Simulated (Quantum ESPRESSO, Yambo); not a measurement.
# Quasiparticle gap of MoS2 (R3m) in Yambo, part 3 of 3

How does a plane-wave GW calculation on MoS2 (R3m) run from the first input to the gap?

Quantum ESPRESSO 7.5 and Yambo 5.3.0; PBE and many-body steps on it, plane waves. Known limits of the many-body steps: not at the basis limit; no spin-orbit coupling.

So far. Step 3 (Bands along the symmetry lines): The gap is 0.914 eV, −0.102 eV from the run before at this level. Step 4 (Empty states on the mesh, 4×4×4 mesh, 133 bands): On this mesh the gap is 1.221 eV. The earlier step found 1.016 eV, so this mesh misses an edge.

## 6. Screening and self-energy, 4×4×4 mesh, 133 bands, screening to 163.3 eV

G0W0 replaces the xc potential by the self-energy, built once from these orbitals. Only a window of levels is corrected, while the sums run over the empty bands that the input names.

This step: G0W0 on PBE, plane waves, norm-conserving pseudopotentials.

gw1.in

```
HF_and_locXC
gw0
dyson
ppa
em1d
rim_cut
RandQpts= 1000000
RandGvec= 1 RL
EXXRLvcs= 72 Ry
VXCRLvcs= 288 Ry
Chimod= "HARTREE"
% BndsRnXp
 1 | 133 |
%
NGsBlkXp= 12 Ry
% LongDrXp
 1 | 1 | 1 |
%
% GbndRnge
 1 | 133 |
%
DysSolver= "n"
ExtendOut
PPAPntXp= 27.21138 eV
% QPkrange
 13 | 13 | 12 | 15 |
 6 | 6 | 12 | 15 |
 1 | 1 | 12 | 15 |
%
```

The run is started by

```sh
$ OMP_NUM_THREADS=1 mpirun -n 4 yambo -F gw1.in -J gw1 -C gw1 > gw1.log
```

Output:

```text
 Yambo, version 5.3.0

 [02] CORE Variables Setup
 =========================

  [... cell, symmetries and grids as in the set-up ...]

  [02.05] Energies & Occupations
  ==============================

  [X] === General ===
  [X] Electronic Temperature                        :  0.000000  0.000000 [eV K]
  [X] Bosonic    Temperature                        :  0.000000  0.000000 [eV K]
  [X] Finite Temperature mode                       : no
  [X] El. density                                   :  0.48887E+24 [cm-3]
  [X] Fermi Level                                   :  11.12878 [eV]

  [X] === Gaps and Widths ===
  [X] Conduction Band Min                           :  1.220853 [eV]
  [X] Valence Band Max                              :  0.000000 [eV]
  [X] Filled Bands                                  :  13
  [X] Empty Bands                                   :   14  133
  [X] Direct Gap                                    :  2.168932 [eV]
  [X] Direct Gap localized at k                     :  13
  [X] Indirect Gap                                  :  1.220853 [eV]
  [X] Indirect Gap between kpts                     :  13   6
  [X] Last valence band width                       :  1.498424 [eV]
  [X] 1st conduction band width                     :  0.948079 [eV]

 [03] Transferred momenta grid and indexing
 ==========================================

 IBZ Q-points                                      :  13
 BZ  Q-points                                      :   64

 K/Q-points units:
 rlu = crystal or reduced units; cc = cartesian coordinates; iku = interal k-units

 Q [ 1]         [rlu]:  0.000000  0.000000  0.000000
 Q [ 2]         [rlu]:  0.20796E-16  0.20796E-16  0.25000
 Q [ 3]         [rlu]: -0.39506E-16 -0.39506E-16 -0.50000
 Q [ 4]         [rlu]:  0.90844E-16  0.25000      0.25000
 Q [ 5]         [rlu]:  0.72093E-16  0.25000      0.50000
 Q [ 6]         [rlu]:  0.97055E-16  0.25000     -0.25000
 Q [ 7]         [rlu]: -0.18169E-15 -0.50000     -0.50000
 Q [ 8]         [rlu]:  0.250000  0.250000  0.250000
 Q [ 9]         [rlu]:  0.250000  0.250000  0.500000
 Q [10]         [rlu]:  0.250000  0.250000 -0.250000
 Q [11]         [rlu]:  0.250000  0.500000  0.500000
 Q [12]         [rlu]:  0.250000  0.500000  0.750000
 Q [13]         [rlu]: -0.500000 -0.500000 -0.500000

 [04] Coloumb potential Random Integration (RIM)
 ===============================================

  [04.01] RIM initialization
  ==========================

  * Diagonal components only detected *

  8 x (sBL volume)        :  0.086392 [a.u.]
  sBZ random points       :  1000000
  Points outside the sBZ  :   7986638
  RL volume               :  0.691135 [a.u.]
  Integrated volume       :  0.692292 [a.u.]

  [04.02] RIM integrals
  =====================

  Gamma point sphere radius             :  0.080188 [a.u.]
  Points outside the sphere             :   806837
  [Int_sBZ(q=0) 1/q^2]*(Vol_sBZ)^(-1/3) =:  7.307761
                                 should be <:  7.795600

  Summary of Coulomb integrals for non-metallic bands |Q|[au] RIM/Bare

  Q [1] 0.100000E-4 0.937421 * Q [8] 0.135159 0.695778
  Q [13] 0.270319 0.897344 * Q [2] 0.307064 1.133254
  Q [4] 0.316824 1.110866 * Q [9] 0.353178 1.052893
  Q [11] 0.378157 1.032353 * Q [6] 0.526095 1.045051
  Q [5] 0.543179 1.037602 * Q [12] 0.591479 1.022843
  Q [10] 0.609150 1.033215 * Q [3] 0.614128 1.031725
  Q [7] 0.633649 1.026812

 [05] Dipoles
 ============

  [05.01] Setup: observables and procedures
  =========================================

  [WARNING] [x,Vnl] slows the Dipoles computation. To neglect it rename the ns.kb_pp file

 [06] Dynamic Dielectric Matrix (PPA)
 ====================================

 [WR./gw1//ndb.pp]---------------------------------------------------------------
  Brillouin Zone Q/K grids (IBZ/BZ)                :   13   64   13   64
  RL vectors                                       :   4877 [WF]
  Coulomb cutoff potential                         : none
  Electronic Temperature                           :  0.000000 [K]
  Bosonic    Temperature                           :  0.000000 [K]
  PPA    diel. fun.  energies                      : Perdew, Burke & Ernzerhof(X)+Perdew, Burke & Ernzerhof(C)
  wavefunctions                                    : Perdew, Burke & Ernzerhof(X)+Perdew, Burke & Ernzerhof(C)
  Global Gauge                                     : length
  X matrix size                                    :  271
  X band range                                     :    1  133
  X e/h energy range                               : -1.000000 -1.000000 [eV]
  X Time ordering                                  : R
  X Hxc Kernel                                     : HARTREE
  X Drude frequency                                :  0.000000  0.000000
  X poles                                          :  100.0000 [o/o]
  RL vectors in the sum                            :   4877
  [r,Vnl] included                                 : yes
  Field direction                                  :  0.577350E-5  0.577350E-5  0.577350E-5
  BZ energy Double Grid                            : no
  BZ energy DbGd points                            : 0
  BZ Q point size factor                           : -1.000000
  X Optical Averaged directions                    : none

 [07] Local Exchange-Correlation + Non-Local Fock
 ================================================

 [VXC] Plane waves :  29607
 [EXS] Plane waves :   3673

 QP @ state[ 1 ] K range:  1  1
 QP @ state[ 1 ] b range:  12  15
 QP @ state[ 2 ] K range:   6   6
 QP @ state[ 2 ] b range:  12  15
 QP @ state[ 3 ] K range:  13  13
 QP @ state[ 3 ] b range:  12  15

 [xc] Functional : Perdew, Burke & Ernzerhof(X)+Perdew, Burke & Ernzerhof(C)
 [xc] LIBXC used to calculate xc functional
  PP Number of Atomic Species                      :  2
  NLCC RL compoments                               :  29607
  PP Number of Atomic Species                      :  2
  NLCC RL compoments                               :  29607

 [xc] E_xc :  -12.44978 [Ha]
      E_xc :  -24.89955 [Ry]

  Local XC kind (lXC) : Perdew, Burke & Ernzerhof(X)+Perdew, Burke & Ernzerhof(C)
  Non-Local XC kind (nlXC) : Hartree-Fock

  Corrections @ K [1] :  [eV]
 <12|nlXC|12> = -16.34787  0.34120E-17 <12|lXC|12> = -14.46039 -0.11801E-16
 <13|nlXC|13> = -16.39189  0.10361E-16 <13|lXC|13> = -14.67231  0.000000
 <14|nlXC|14> = -11.15066 -0.43219E-17 <14|lXC|14> = -15.60559 -0.94408E-16
 <15|nlXC|15> = -11.15066  0.87530E-18 <15|lXC|15> = -15.60559 -0.37763E-15

  Corrections @ K [6] :  [eV]
 <12|nlXC|12> = -17.06606  0.27068E-17 <12|lXC|12> = -14.25584  0.18882E-15
 <13|nlXC|13> = -17.09257  0.34758E-17 <13|lXC|13> = -16.06997  0.94408E-16
 <14|nlXC|14> = -12.05943 -0.13264E-17 <14|lXC|14> = -16.20880  0.94408E-16
 <15|nlXC|15> = -12.98515 -0.23286E-17 <15|lXC|15> = -18.30610 -0.11801E-15

  Corrections @ K [13] :  [eV]
 <12|nlXC|12> = -17.90038  0.38406E-17 <12|lXC|12> = -16.16376 -0.18882E-15
 <13|nlXC|13> = -17.05211  0.19406E-18 <13|lXC|13> = -16.41796  0.94408E-16
 <14|nlXC|14> = -11.12777 -0.36866E-17 <14|lXC|14> = -15.62600  0.18882E-15
 <15|nlXC|15> = -11.12777 -0.39545E-18 <15|lXC|15> = -15.62600 -0.28323E-15

  [07.01] Hartree-Fock occupations report
  =======================================

  [Hartree-Fock] === General ===
  [Hartree-Fock] Electronic Temperature             :  0.000000  0.000000 [eV K]
  [Hartree-Fock] Bosonic    Temperature             :  0.000000  0.000000 [eV K]
  [Hartree-Fock] Finite Temperature mode            : no
  [Hartree-Fock] El. density                        :  0.48887E+24 [cm-3]
  [Hartree-Fock] Fermi Level                        :  11.12878 [eV]

  [Hartree-Fock] === Gaps and Widths ===
  [Hartree-Fock] Conduction Band Min                :  1.221407 [eV]
  [Hartree-Fock] Valence Band Max                   : -0.281439 [eV]
  [Hartree-Fock] Filled Bands                       :  13
  [Hartree-Fock] Empty Bands                        :   14  133
  [Hartree-Fock] Direct Gap                         :  2.389871 [eV]
  [Hartree-Fock] Direct Gap localized at k          :   8
  [Hartree-Fock] Indirect Gap                       :  1.502846 [eV]
  [Hartree-Fock] Indirect Gap between kpts          :   8   2
  [Hartree-Fock] Last valence band width            :  2.627501 [eV]
  [Hartree-Fock] 1st conduction band width          :  5.445753 [eV]

 [08] Dyson equation: Newton solver
 ==================================

  [08.01] G0W0 (W PPA)
  ====================

  [  GW  ] Bands range     :    1  133
  [GW/PPA] G damping       :  0.100000 [eV]

  QP @ state[ 1 ] K range:  1  1
  QP @ state[ 1 ] b range:  12  15
  QP @ state[ 2 ] K range:   6   6
  QP @ state[ 2 ] b range:  12  15
  QP @ state[ 3 ] K range:  13  13
  QP @ state[ 3 ] b range:  12  15

   Sc/G bands                                       :    1  133
   Sc/G damping                                     :  0.100000 ev
   Sc bands terminator                              : no
   Sx RL components                                 :   3673

   QP @ state[ 1 ] K range                          :  1  1
   QP @ state[ 1 ] b range                          :  12  15
   QP @ state[ 2 ] K range                          :   6   6
   QP @ state[ 2 ] b range                          :  12  15
   QP @ state[ 3 ] K range                          :  13  13
   QP @ state[ 3 ] b range                          :  12  15
   GF energies kind                                 : Perdew, Burke & Ernzerhof(X)+Perdew, Burke & Ernzerhof(C)
   GF WF`s kind                                     : Perdew, Burke & Ernzerhof(X)+Perdew, Burke & Ernzerhof(C)
   Xs energies kind                                 : Perdew, Burke & Ernzerhof(X)+Perdew, Burke & Ernzerhof(C)
   Xs WF`s kind                                     : Perdew, Burke & Ernzerhof(X)+Perdew, Burke & Ernzerhof(C)

 [11] Game Over & Game summary
```

It took 9.1 min on 4 MPI ranks of Arm Neoverse V1, shared host; peak memory 3.6 GiB.

This step gave:

* G0W0 gap on the points computed: 1.758 eV
* starting gap on the mesh: 1.221 eV
* k of the valence top: -0.5, -0.5, -0.5
* k of the conduction bottom: 0, 0.25, -0.25
* least direct G0W0 gap on the computed points: 2.653 eV
* Z at the valence top: 0.7770
* Z at the conduction bottom: 0.7821

The gap on the mesh goes from 1.22 eV to 1.76 eV, a correction of +0.54 eV. The start differs from the 1.02 eV found before because the two sample other k points.

Limits: finite bands, cutoff and mesh; no spin-orbit coupling. v1 is the top filled band, c1 the lowest empty one. Levels before and after the correction, in eV, zero at the valence-band top of each column:

```csv
,conduction bottom,valence top
Kohn-Sham,1.22,0.00
G0W0,1.76,0.00
```

```csv
,level,energy (eV)
Kohn-Sham,(0 0.25 -0.25) v2,-2.371
Kohn-Sham,(0 0.25 -0.25) v1,-1.166
Kohn-Sham,(0 0.25 -0.25) c1,1.221
Kohn-Sham,(0 0.25 -0.25) c2,2.143
Kohn-Sham,(-0.5 -0.5 -0.5) v2,-2.145
Kohn-Sham,(-0.5 -0.5 -0.5) v1,0.000
Kohn-Sham,(-0.5 -0.5 -0.5) c1-c2,2.169
G0W0,(0 0.25 -0.25) v2,-2.793
G0W0,(0 0.25 -0.25) v1,-1.200
G0W0,(0 0.25 -0.25) c1,1.758
G0W0,(0 0.25 -0.25) c2,2.923
G0W0,(-0.5 -0.5 -0.5) v2,-2.259
G0W0,(-0.5 -0.5 -0.5) v1,0.000
G0W0,(-0.5 -0.5 -0.5) c1-c2,2.653
```

## 7. Where the time went

Times are wall times on the hardware named with each run, good to a factor of about two.

```csv
step,time,share,memory (GiB)
ground state,90 s,13 %,0.4
bands along the symmetry lines,25 s,4 %,0.31
empty states on the mesh,45 s,6 %,0.43
conversion and set-up,2.3 s,0 %,0.24
screening and self-energy,9.1 min,77 %,3.6
```

## 8. Outcome

```json
{
 "PBE gap": "0.91 eV, indirect",
 "G0W0 gap on the mesh": "1.76 eV",
 "G0W0 gap over the zone (rigid shift)": "1.45 eV",
 "GW settings": "4×4×4 mesh, 133 bands, screening to 163.3 eV, Godby-Needs plasmon pole",
 "known limits": "not at the basis limit; no spin-orbit coupling"
}
```

In words: G0W0 moves the gap on the mesh from 1.22 eV to 1.76 eV (+0.54 eV), with Z of 0.78 and 0.78 at the edges. The mesh misses the band edges by 0.31 eV in all; a rigid shift gives 1.45 eV for the zone. Only 3 of the mesh's irreducible points were corrected, so a valley elsewhere could overtake. The dearest step here is «screening and self-energy». Bands and cutoff are finite, so the gap is not at the basis limit. The miss can reach some tenths of an eV and take either sign; the mesh is an error of its own. In the G0W0 run levels were corrected at 3 k points alone, so a gap called «on the mesh» is the least over those, and an edge elsewhere would be missed. A denser mesh or path gives a starting gap of 0.91 eV: the GW mesh misses a band edge, so its gaps are not the fundamental one. The many-body steps are scalar-relativistic: spin-orbit coupling is not in them.

[Paths, hosts, dates, memory and timing lines, banners, echoed tables and standing remarks are left out of the program output.]

[Logs are printed without paths, hosts, clocks, repeated set-up lines and the standing remarks that a program may print on its own settings, such as how far it seeks lower states.]

[Runs of the session that timed out or met a known fault of the program may be left out.]

[Hosts, paths, dates, database ids (printed as entryN), source tags and the programs' standing remarks are cut or masked in the printed files.]
